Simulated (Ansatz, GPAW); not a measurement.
**A 9-layer slab of Fe(100): work function by functional and basis**

Wanted: work functions and dipole of a 9-layer slab of Fe(100), with the cost of each level.

Calculated with GPAW 26.7.0 and Ansatz 0.2.0; Ansatz plane waves; slab in vacuum with a dipole correction, relaxation, in the first sound run; inputs show where later runs differ.

## Step 1: Set-up

The cell holds 9 atoms: 9 Fe. Its edges and angles: a = 2.870 Å, b = 2.870 Å, c = 25.480 Å, α = 90.0°, β = 90.0°, γ = 90.0°. Vacuum lies along c.

## Step 2: Relaxation

Forces are removed first; all later runs use this geometry. The lowest 4 atoms are held at bulk positions and keep their forces.

The input, input.yaml:

```yaml
crystal:
  lattice:
    - [2.87, 0.0, 0.0]
    - [0.0, 2.87, 0.0]
    - [0.0, 0.0, 25.48]
  atoms:
    - { symbol: Fe, position: [0.0, 0.0, 0.2747252747], spin: 2.5 }
    - { symbol: Fe, position: [0.5, 0.5, 0.331043956], spin: 2.5 }
    - { symbol: Fe, position: [0.0, 0.0, 0.3873626374], spin: 2.5 }
    - { symbol: Fe, position: [0.5, 0.5, 0.4436813187], spin: 2.5 }
    - { symbol: Fe, position: [0.0, 0.0, 0.5], spin: 2.5 }
    - { symbol: Fe, position: [0.5, 0.5, 0.5563186813], spin: 2.5 }
    - { symbol: Fe, position: [0.0, 0.0, 0.6126373626], spin: 2.5 }
    - { symbol: Fe, position: [0.5, 0.5, 0.668956044], spin: 2.5 }
    - { symbol: Fe, position: [0.0, 0.0, 0.7252747253], spin: 2.5 }
magnetization:
  spin_polarized: true
kpoints:
  mp_grid: { grid: [11, 11, 1] }
hamiltonian:
  xc: pbe
scf:
  occupations: { method: fermi_dirac, width: 0.1 }
efield:
  axis: 3
  dipole_correction: true
  ramp_width: 0.05
relax:
  f_tol: 0.02
  max_steps: 60
  constraints: [{ sites: [0, 1, 2, 3] }]
output:
  write_potential: true
  write_density: true
  volumetric_format: npy
```

Launch:

```bash
> ansatz run input.yaml --threads 4 --pin off --max-ram 8192MiB --backend cpu --events-out ev --progress --plain --runs-dir out
```

Numbers of over 12 decimals in the logs are rounded to 6 here.

The program printed:

```text
Engine: ansatz 0.2.0, x86_64-unknown-linux-gnu
Pseudopotentials: kind: paw
Pseudopotential: Fe, paw, valence charge 16, recommended cutoff 420 eV (normal), Fe.paw.azcp
Functional definition: PBE
  parameter kappa = 0.804
  parameter beta = 0.066725
  exchange = pbe_x(kappa = kappa, mu = beta*pi^2/3)
  correlation = pbe_c(beta = beta)
Crystal: 9 atoms, lattice volume = 209.876 Å³
Basis set: ecut = 420 eV, 4105 PW (Γ), exchange–correlation on 40×40×360 points (8 copies of the dense FFT grid, shifted against one another)
Bands: 100, of which v1, the nominal top of the filled ones, is band 72 counted from 1 (71 counted from 0)
Symmetry: 8 space group operations
k-points: 21 of 121
Non-local potential: Fe, projectors of the file, l = 0: 3, l = 1: 2, l = 2: 3, l = 3: 1
PAW form: soft (Blöchl's): semilocal exchange-correlation on the pseudo side does not see the compensation charge
PAW one-centre angular grid: Fe, 590 points (default); XC on 64 Gauss nodes
Initial density: superposition of atomic densities (neutral atoms: chi_scale 0, normalization atom)
Starting moments: Σ|m| = 22.5 μB on 9 of 9 sites
Initial wavefunctions: pseudopotential atomic-orbital guess
Functional: x = pbe(κ = 0.804, μ = 0.219515), c = pbe(β = 0.066725)
SCF iter   1: F=—  HF=-40320.825595 eV  |F-HF|=—  |Δ(HF+E_count)|=         —  Δρ=5.65e-2 (↑2.35e-2 ↓5.65e-2)  dr2=2.95e1  dr2_m=1.47e0  M=21.820 μB ∫|m|=22.092 μB  β_m=1.00  ethr=3.10e-3  p=0.000 e·Å  D=9.63e-15 V/Å  ΔV_dip=-0.00 eV  dr2_dipole=2.31e-7  V_vac-E_F(+/−)=7.65/7.65 eV  ⟨swp⟩=8.4  Hψ=18938  notcnv=0  defer=124
Mixer restart at iter 1: flushing history
efield: sawtooth ramp at fractional position 0.9750 (placed from the atoms, in the widest stretch of the axis that holds none; the zero of the levels goes with the place), width 0.0500; the density the first Hamiltonian is built on has a dipole p = 0.000 e·Å; the dipole correction subtracts the counter field D = 9.63e-15 V/Å, which shifts the + side's vacuum level by -0.00 eV against the − side's; the planar-averaged density in the ramp window peaks in size at 1.9e-5 e/Å³
preconditioner: auto → LDOS  [metal: Δε(μ)=0.004 eV  Ē_g=6.668 eV  σ=0.100 eV  W_gap=0.01  n_scr=64 (ndim 8)  ℏωp=21.7 eV  f_vac=0.433  D(μ)=10.99/eV (n_scr^D=92)]
spin=Collinear: LDOS preconditioning applied to the charge; magnetization (m = ρ↑ − ρ↓) channel mixes plain (no charge-response kernel on spin).
SCF iter   2: F=—  HF=-40317.259031 eV  |F-HF|=—  |Δ(HF+E_count)|=    3.57e0  Δρ=1.53e-2 (↑1.53e-2 ↓1.36e-2)  dr2=4.74e0  dr2_m=2.19e-1  M=22.058 μB ∫|m|=22.827 μB  β_m=0.34  ethr=3.10e-3  p=-0.000 e·Å  D=-4.18e-6 V/Å  ΔV_dip=0.00 eV  dr2_dipole=4.87e-8  V_vac-E_F(+/−)=5.81/5.81 eV  ⟨swp⟩=3.0  Hψ=7890  notcnv=0  defer=308
density mixer auto → msr1: a metal under ldos (density of states about μ 2.84 of a free-electron gas's, 64 screened modes)
SCF iter   3: F=—  HF=-40319.606477 eV  |F-HF|=—  |Δ(HF+E_count)|=    2.35e0  Δρ=7.73e-3 (↑7.73e-3 ↓5.17e-3)  dr2=4.87e-1  dr2_m=3.77e-2  M=22.005 μB ∫|m|=22.950 μB  β_m=0.44  ethr=3.10e-3  p=-0.000 e·Å  D=-1.33e-6 V/Å  ΔV_dip=0.00 eV  dr2_dipole=1.33e-8  V_vac-E_F(+/−)=4.67/4.67 eV  ⟨swp⟩=2.3  Hψ=5417  notcnv=0  defer=306
SCF iter   4: F=—  HF=-40321.312702 eV  |F-HF|=—  |Δ(HF+E_count)|=    1.71e0  Δρ=4.42e-3 (↑4.42e-3 ↓3.37e-3)  dr2=4.32e-2  dr2_m=1.96e-2  M=22.063 μB ∫|m|=23.122 μB  β_m=0.63  ethr=3.38e-4  p=-0.000 e·Å  D=-4.57e-6 V/Å  ΔV_dip=0.00 eV  dr2_dipole=4.45e-9  V_vac-E_F(+/−)=4.01/4.01 eV  ⟨swp⟩=2.7  Hψ=7076  notcnv=0  defer=309
SCF iter   5: F=—  HF=-40321.801790 eV  |F-HF|=—  |Δ(HF+E_count)|=         —  Δρ=7.13e-3 (↑7.13e-3 ↓3.90e-3)  dr2=8.67e-2  dr2_m=5.15e-2  M=22.461 μB ∫|m|=23.524 μB  β_m=0.63  ethr=3.00e-5  p=-0.000 e·Å  D=-5.52e-6 V/Å  ΔV_dip=0.00 eV  dr2_dipole=3.30e-8  V_vac-E_F(+/−)=3.95/3.95 eV  ⟨swp⟩=2.5  Hψ=8480  notcnv=0  defer=303
SCF iter   6: F=—  HF=-40321.816032 eV  |F-HF|=—  |Δ(HF+E_count)|=   1.42e-2  Δρ=2.05e-3 (↑2.05e-3 ↓1.51e-3)  dr2=1.73e-2  dr2_m=1.61e-3  M=22.400 μB ∫|m|=23.488 μB  β_m=0.61  ethr=3.00e-5  p=-0.000 e·Å  D=-1.47e-6 V/Å  ΔV_dip=0.00 eV  dr2_dipole=2.73e-8  V_vac-E_F(+/−)=3.83/3.83 eV  ⟨swp⟩=2.3  Hψ=7859  notcnv=0  defer=303
SCF iter   7: F=—  HF=-40321.817861 eV  |F-HF|=—  |Δ(HF+E_count)|=   1.83e-3  Δρ=2.03e-3 (↑2.03e-3 ↓7.34e-4)  dr2=5.76e-3  dr2_m=3.04e-3  M=22.419 μB ∫|m|=23.508 μB  β_m=0.55  ethr=1.20e-5  p=-0.000 e·Å  D=-1.68e-6 V/Å  ΔV_dip=0.00 eV  dr2_dipole=7.58e-9  V_vac-E_F(+/−)=3.85/3.85 eV  ⟨swp⟩=3.0  Hψ=8539  notcnv=0  defer=304
SCF iter   8: F=—  HF=-40321.816523 eV  |F-HF|=—  |Δ(HF+E_count)|=   1.34e-3  Δρ=1.06e-3 (↑1.06e-3 ↓5.42e-4)  dr2=1.31e-3  dr2_m=1.07e-3  M=22.424 μB ∫|m|=23.515 μB  β_m=0.73  ethr=4.00e-6  p=-0.000 e·Å  D=-1.19e-6 V/Å  ΔV_dip=0.00 eV  dr2_dipole=7.49e-10  V_vac-E_F(+/−)=3.85/3.85 eV  ⟨swp⟩=2.0  Hψ=5536  notcnv=0  defer=304
SCF iter   9: F=—  HF=-40321.816236 eV  |F-HF|=—  |Δ(HF+E_count)|=   2.88e-4  Δρ=2.84e-4 (↑2.84e-4 ↓1.82e-4)  dr2=8.67e-5  dr2_m=8.97e-5  M=22.428 μB ∫|m|=23.521 μB  β_m=0.82  ethr=9.12e-7  p=0.000 e·Å  D=1.07e-7 V/Å  ΔV_dip=-0.00 eV  dr2_dipole=1.86e-9  V_vac-E_F(+/−)=3.86/3.86 eV  ⟨swp⟩=2.0  Hψ=5853  notcnv=0  defer=304
SCF iter  10: F=—  HF=-40321.816217 eV  |F-HF|=—  |Δ(HF+E_count)|=   1.90e-5  Δρ=8.26e-5 (↑8.26e-5 ↓4.93e-5)  dr2=3.20e-5  dr2_m=1.65e-6  M=22.430 μB ∫|m|=23.524 μB  β_m=0.72  ethr=6.02e-8  p=0.000 e·Å  D=1.47e-7 V/Å  ΔV_dip=-0.00 eV  dr2_dipole=3.40e-9  V_vac-E_F(+/−)=3.86/3.86 eV  ⟨swp⟩=2.7  Hψ=7587  notcnv=0  defer=304
SCF iter  11: F=—  HF=-40321.816214 eV  |F-HF|=—  |Δ(HF+E_count)|=   2.37e-6  Δρ=6.32e-5 (↑6.32e-5 ↓2.71e-5)  dr2=1.16e-5  dr2_m=1.57e-6  M=22.433 μB ∫|m|=23.527 μB  β_m=0.59  ethr=2.22e-8  p=0.000 e·Å  D=1.03e-7 V/Å  ΔV_dip=-0.00 eV  dr2_dipole=2.27e-9  V_vac-E_F(+/−)=3.86/3.86 eV  ⟨swp⟩=3.0  Hψ=8163  notcnv=0  defer=304
SCF iter  12: F=-40321.816207 eV  HF=-40321.816211 eV  |F-HF|=4.40e-6  |Δ(HF+E_count)|=   3.02e-6  Δρ=1.92e-5 (↑1.09e-5 ↓1.92e-5)  dr2=4.67e-6  dr2_m=1.01e-7  M=22.431 μB ∫|m|=23.525 μB  ethr=6.94e-9  p=0.000 e·Å  D=1.51e-7 V/Å  ΔV_dip=-0.00 eV  dr2_dipole=7.88e-10  V_vac-E_F(+/−)=3.86/3.86 eV  ⟨swp⟩=9.6  Hψ=31228  notcnv=0
SCF 1 converged in 12 iterations: F = -40321.816207 eV  dr2 = 4.67e-6
  greatest PAW one-centre occupation: 1.003 electrons in one spin orbital (limit 2), on the Fe atom at site 8 (counted from 0), in its partial waves of l = 1
[...]
SCF iter   9: F=—  HF=-40321.855317 eV  |F-HF|=—  |Δ(HF+E_count)|=   1.52e-6  Δρ=3.42e-5 (↑2.17e-5 ↓3.42e-5)  dr2=2.44e-5  dr2_m=2.53e-7  M=22.110 μB ∫|m|=23.152 μB  β_m=0.54  ethr=1.15e-9  p=-0.001 e·Å  D=-7.11e-4 V/Å  ΔV_dip=0.02 eV  dr2_dipole=1.61e-5  V_vac-E_F(+/−)=3.88/3.87 eV  ⟨swp⟩=3.2  Hψ=8413  notcnv=0  defer=295
SCF iter  10: F=-40321.855316 eV  HF=-40321.855317 eV  |F-HF|=7.66e-7  |Δ(HF+E_count)|=   2.91e-7  Δρ=8.74e-6 (↑8.74e-6 ↓4.50e-6)  dr2=5.84e-7  dr2_m=3.00e-8  M=22.110 μB ∫|m|=23.153 μB  ethr=1.15e-9  p=-0.001 e·Å  D=-7.28e-4 V/Å  ΔV_dip=0.02 eV  dr2_dipole=2.39e-7  V_vac-E_F(+/−)=3.88/3.87 eV  ⟨swp⟩=9.0  Hψ=29883  notcnv=0
SCF 3 converged in 10 iterations: F = -40321.855316 eV  dr2 = 5.84e-7
relax step   3: F+E_penalty+E_count = -40321.85531591 eV  Δ(F+E_penalty+E_count) = -9.919e-3 eV  max|allowed force component| = 1.912e-2 eV/Å  Δτ_max = 0.1075 Å  (10 SCF iters, dr2 threshold 3.74e-6 eV, accepted)
iter 1 solved again at ethr=9.50e-11 eV; its pass at ethr=3.10e-3 eV (dr2=1.37e-7 eV) is discarded
SCF iter   1: F=—  HF=-40321.855317 eV  |F-HF|=—  |Δ(HF+E_count)|=         —  Δρ=7.88e-6 (↑7.88e-6 ↓4.41e-6)  dr2=1.37e-7  dr2_m=5.46e-8  M=22.110 μB ∫|m|=23.153 μB  β_m=1.00  ethr=9.50e-11  p=-0.001 e·Å  D=-7.28e-4 V/Å  ΔV_dip=0.02 eV  dr2_dipole=3.64e-8  V_vac-E_F(+/−)=3.88/3.87 eV  ⟨swp⟩=1.2  Hψ=10117  notcnv=0  defer=291
efield: sawtooth ramp at fractional position 0.9750 (handed on by an earlier solve), width 0.0500; the density the first Hamiltonian is built on has a dipole p = -0.001 e·Å; the dipole correction subtracts the counter field D = -7.28e-4 V/Å, which shifts the + side's vacuum level by +0.02 eV against the − side's; the planar-averaged density in the ramp window peaks in size at 1.6e-5 e/Å³
preconditioner: auto → LDOS  [metal: Δε(μ)=0.007 eV  Ē_g=6.339 eV  σ=0.100 eV  W_gap=0.02  n_scr=14 (ndim 8)  ℏωp=21.7 eV  f_vac=0.450  D(μ)=10.01/eV (n_scr^D=82)]
spin=Collinear: LDOS preconditioning applied to the charge; magnetization (m = ρ↑ − ρ↓) channel mixes plain (no charge-response kernel on spin).
SCF iter   2: F=—  HF=-40321.855317 eV  |F-HF|=—  |Δ(HF+E_count)|=   1.52e-8  Δρ=1.80e-6 (↑1.44e-6 ↓1.80e-6)  dr2=1.62e-8  dr2_m=1.55e-9  M=22.110 μB ∫|m|=23.153 μB  β_m=0.33  ethr=9.49e-11  p=-0.001 e·Å  D=-7.34e-4 V/Å  ΔV_dip=0.02 eV  dr2_dipole=7.69e-11  V_vac-E_F(+/−)=3.88/3.87 eV  ⟨swp⟩=2.0  Hψ=5640  notcnv=0  defer=291
density mixer auto → msr1: a metal under ldos (density of states about μ 2.69 of a free-electron gas's, 64 screened modes)
SCF iter   3: F=—  HF=-40321.855317 eV  |F-HF|=—  |Δ(HF+E_count)|=   7.33e-9  Δρ=3.13e-6 (↑1.41e-6 ↓3.13e-6)  dr2=1.12e-7  dr2_m=5.10e-9  M=22.110 μB ∫|m|=23.153 μB  β_m=0.67  ethr=1.13e-11  p=-0.001 e·Å  D=-7.39e-4 V/Å  ΔV_dip=0.02 eV  dr2_dipole=6.21e-8  V_vac-E_F(+/−)=3.88/3.87 eV  ⟨swp⟩=1.8  Hψ=4869  notcnv=0  defer=291
SCF iter   4: F=-40321.855317 eV  HF=-40321.855317 eV  |F-HF|=1.14e-8  |Δ(HF+E_count)|=   1.03e-8  Δρ=1.20e-6 (↑1.20e-6 ↓9.33e-7)  dr2=8.00e-9  dr2_m=6.00e-10  M=22.110 μB ∫|m|=23.152 μB  ethr=1.13e-11  p=-0.001 e·Å  D=-7.51e-4 V/Å  ΔV_dip=0.02 eV  dr2_dipole=3.72e-9  V_vac-E_F(+/−)=3.89/3.87 eV  ⟨swp⟩=7.0  Hψ=25341  notcnv=0
SCF 4 converged in 4 iterations: F = -40321.855317 eV  dr2 = 8.00e-9
relax step   4: F+E_penalty+E_count = -40321.85531667 eV  Δ(F+E_penalty+E_count) = -7.607e-7 eV  max|allowed force component| = 1.908e-2 eV/Å  Δτ_max = 0.0000 Å  (4 SCF iters, accepted)
NSCF: frozen V_eff on 21 k-points
the band table was solved once a step of the walk had ended and its energy, with any forces and stress, was formed, with the checks that follow a solve (21607 applications of the Hamiltonian). They found nothing against the state; the energy, forces and stress were not computed again (output.eigenvalues in the input reference)
WARN: The output density's exchange-correlation potential varies sharply where the density is thin. Do not read a vacuum level from v_tot or v_xc, or from such a field of the output density. On a cell that repeats whose density bears no net charge and no dipole along the vacuum's axis use v_es (v_loc + v_h of the components); under efield.dipole_correction with no amplitude use v_es + v_field, which holds any externa [...]
SCF converged after 4 iterations
Magnetization: 22.1099 μB (83.0549 up, 60.9451 down)
Absolute magnetization: 23.1533 μB (∫|ρ↑−ρ↓|, with the PAW one-centre terms)
Spin contamination: 0.3895 ħ² per cell (⟨S²⟩ above its minimum at these occupations)
Per-site moments (μB) at R_I (Å): [(2.976050, 1.025266), (2.408940, 1.025266), (2.429876, 1.025266), (2.254041, 1.014080), (2.245024, 1.014080), (2.212645, 1.015562), (2.393372, 1.015562), (2.318158, 1.004869), (2.921848, 1.004869)]
Free energy (F): -40321.855317 eV
Harris-Foulkes:  -40321.855317 eV  (|F-HF|=1.14e-8)
Internal energy: -40321.527316 eV  (E = F + TS)
E sigma→0 (E₀):  -40321.691316 eV
Entropy (-TS):   -0.328001 eV (-36.445 meV/atom)
Fermi energy:    7.201464 eV
Dipole field:    D = -0.000831 V/Å  (p = -0.000964 e·Å, saw-weighted, corrected)
Work function:   Φ+ = 3.8861 eV   Φ− = 3.8650 eV
Levels:          The Fermi level and band energies are counted from a zero that moves with the ramp; work functions are not
--- Per-component energies (eV) ---
  E_band       = -3537.942257
  E_kinetic    = 3139.471855
  E_local      = -264846.141240  (includes V_loc(G=0)·N_el)
  E_nonlocal   = 1983.393060
  E_hartree    = 130123.209108
  E_xc         = -1052.936603
  E_vxc        = -1355.217111  (∫ρ·V_xc dr)
  E_paw        = -12306.696563  (= ΣΔE_a)
  E_vpaw       = -2705.873900  (= ΣTr[D̂ρ^β])
  E_aug_tail   = 0.007006  (compensation charges beyond the density's cutoff)
  E_efield     = 0.000000  (sawtooth field / dipole correction)
  E_vefield    = -0.008110  (∫n·V_field dr)
  E_ewald      = 102638.166060
  E_smearing   = -0.328001  (= −TS)
  E_closure    = 0.000000  (closes the sum)
  Σ components = -40321.855317   (vs F -40321.855317, Δ=0.00e0)
--- Forces (eV/Å), atoms counted from 1 ---
  atom   1  Fe     0.00000000     0.00000000     0.43600762
  atom   2  Fe     0.00000000     0.00000000    -0.31478264
  atom   3  Fe    -0.00000000     0.00000000     0.10671925
  atom   4  Fe     0.00000000     0.00000000    -0.24616969
  atom   5  Fe    -0.00000000     0.00000000    -0.01391335
  atom   6  Fe     0.00000000     0.00000000     0.01907913
  atom   7  Fe     0.00000000     0.00000000    -0.00203609
  atom   8  Fe    -0.00000000     0.00000000    -0.00262317
  atom   9  Fe     0.00000000     0.00000000     0.01773910
  max |Σ_I F_I| component: 2.02e-5 eV/Å
--- Band table (eV; the first three rows and the last of 42) ---
  k-point 0 ↑: bands = [... 68 lower, 5.5679, 5.5679, 5.7029, 5.8317, 6.0527, 6.0819, 6.0819, 6.1175, ... 24 higher]
  k-point 1 ↑: bands = [... 68 lower, 5.5788, 5.6125, 5.7569, 5.9397, 6.0140, 6.0339, 6.0361, 6.1078, ... 24 higher]
  k-point 2 ↑: bands = [... 68 lower, 5.6997, 5.7583, 5.8751, 5.8925, 5.9112, 6.0290, 6.0681, 6.1807, ... 24 higher]
  k-point 20 ↓: bands = [... 68 lower, 8.8649, 8.8989, 8.9733, 9.0418, 9.1054, 9.1262, 9.1269, 9.1475, ... 24 higher]
--- Relaxed structure (4 steps of the walk, 4 accepted, 0 SCFs on fresh bases) ---
  F+E_penalty+E_count = -40321.85531667 eV   max|allowed force component| = 1.908e-2 eV/Å
  atoms:
    - { symbol: Fe, position: [0.0, 0.0, 0.2747252747] }
    - { symbol: Fe, position: [0.5, 0.5, 0.331043956] }
    - { symbol: Fe, position: [0.0, 0.0, 0.387363] }
    - { symbol: Fe, position: [0.5, 0.5, 0.4436813187] }
    - { symbol: Fe, position: [0, 0.0, 0.498136] }
    - { symbol: Fe, position: [0.5, 0.5, 0.552882] }
    - { symbol: Fe, position: [0.0, 0.0, 0.607586] }
    - { symbol: Fe, position: [0.5, 0.5, 0.663882] }
    - { symbol: Fe, position: [0.0, 0.0, 0.716768] }
```

Wall time 53 s (4 threads of Intel Xeon 6975P-C (Granite Rapids), shared host); peak memory 1.2 GiB; 3.4 min of CPU time.

Step by step:

| step | energy less that of the first step (eV) | largest force component (eV/Å) |
| --- | --- | --- |
| 1 | 0.0000 | 0.4324 |
| 2 | -0.0292 | 0.2445 |
| 3 | -0.0391 | 0.0191 |
| 4 | -0.0391 | 0.0191 |

The run keeps the 8 symmetry operations that it works with, so distortions that break them were not tested.

The atoms that moved most (Å):

| atom | dx | dy | dz | length |
| --- | --- | --- | --- | --- |
| Fe9 | 0.000 | 0.000 | -0.217 | 0.217 |
| Fe8 | 0.000 | 0.000 | -0.129 | 0.129 |
| Fe7 | 0.000 | 0.000 | -0.129 | 0.129 |
| Fe6 | 0.000 | 0.000 | -0.088 | 0.088 |
| Fe5 | 0.000 | 0.000 | -0.047 | 0.047 |

This step gave:

```
free energy             : -40321.8553 eV
smearing term TS        : 0.3280 eV
magnetization           : 22.11 μB
absolute magnetization  : 23.15 μB
symmetry operations     : 8
upper work function     : 3.886 eV
lower work function     : 3.865 eV
dipole along the normal : -9.64e-4 e·Å
dipole field            : -8.31e-4 V/Å
vacuum level above      : 11.09 eV
vacuum level below      : 11.07 eV
```

The electrostatic potential energy of an electron (with the applied field's), less the Fermi level, planar mean oscillates, so the rows of the table below give means over windows of 1.42 Å about each position, cut where the curve ends. Its maxima inside the range that stand out by 2 % of the span (Å: eV): 7.8: -7.00, 9.2: -6.84, 10.6: -6.74, 12.0: -7.57, 13.4: -7.49, 14.7: -7.55, 16.1: -6.91, 17.6: -8.47. Its minima: 7.1: -11.9, 8.5: -11.9, 9.9: -11.9, 11.3: -11.9, 12.7: -11.9, 14.2: -11.9, 15.4: -11.9, 17.0: -12.0, 18.3: -12.1.

Table of electrostatic potential energy of an electron (with the applied field's), less the Fermi level, planar mean by z; means over each step:

z (Å), electrostatic potential energy of an electron (with the applied field's), less the Fermi level, planar mean (eV) and a bar from the least value:
```
     0.71        3.9 ##############################
     2.13        3.9 ##############################
     3.55        3.9 ##############################
     4.97        3.5 #############################
     6.39       -4.8 ############
     7.81       -9.6 ##
     9.23       -9.5 ##
    10.65       -9.4 ##
    12.07       -9.9 #
    13.49       -9.8 #
    14.91       -9.8 #
    16.33       -9.5 ##
    17.75      -10.4 
    19.17       -1.7 ##################
    20.59        3.7 ##############################
    22.01        3.9 ##############################
    23.43        3.9 ##############################
    24.85        3.9 ##############################
```

The valence density, planar mean (density) oscillates, so the rows of the table below give means over windows of 1.42 Å about each position, cut where the curve ends. Its maxima inside the range that stand out by 2 % of the span (Å: e/Å³): 6.9: 2.31, 8.5: 2.34, 9.9: 2.37, 11.3: 2.39, 12.7: 2.37, 14.2: 2.34, 15.4: 2.36, 17.0: 2.33, 18.3: 2.38. Its minima: 7.8: 0.535, 9.2: 0.518, 10.6: 0.510, 12.0: 0.565, 13.4: 0.571, 14.7: 0.576, 16.1: 0.528, 17.6: 0.619.

The valence density, planar mean by z; means over each step:

| z (Å) | density (e/Å³) | rho spin (e/Å³) |
| --- | --- | --- |
| 2.13 | 1.5e-5 | 3.4e-6 |
| 3.55 | 4.3e-4 | 1.2e-4 |
| 4.97 | 0.0122 | 0.00398 |
| 6.39 | 0.833 | 0.172 |
| 7.81 | 1.34 | 0.213 |
| 9.23 | 1.34 | 0.200 |
| 10.65 | 1.35 | 0.190 |
| 12.07 | 1.42 | 0.196 |
| 13.49 | 1.41 | 0.192 |
| 14.91 | 1.41 | 0.200 |
| 16.33 | 1.35 | 0.195 |
| 17.75 | 1.46 | 0.241 |
| 19.17 | 0.388 | 0.0859 |
| 20.59 | 0.00605 | 0.00204 |
| 22.01 | 2.1e-4 | 6.6e-5 |
| 23.43 | 7.2e-6 | 1.9e-6 |

Site moment by atom:

| atom | site moment (μB) |
| --- | --- |
| Fe1 | 2.98 |
| Fe2 | 2.41 |
| Fe3 | 2.43 |
| Fe4 | 2.25 |
| Fe5 | 2.25 |
| Fe6 | 2.21 |
| Fe7 | 2.39 |
| Fe8 | 2.32 |
| Fe9 | 2.92 |

The relaxation lowered the energy of the cell by 0.0391 eV.

[end of part 1 of 3]

[Logs are printed without paths, hosts, clocks, repeated set-up lines and the standing remarks that a program may print on its own settings, such as how far it seeks lower states.]

[Hosts, paths, dates, database ids (printed as entryN), source tags and the programs' standing remarks are cut or masked in the printed files.]
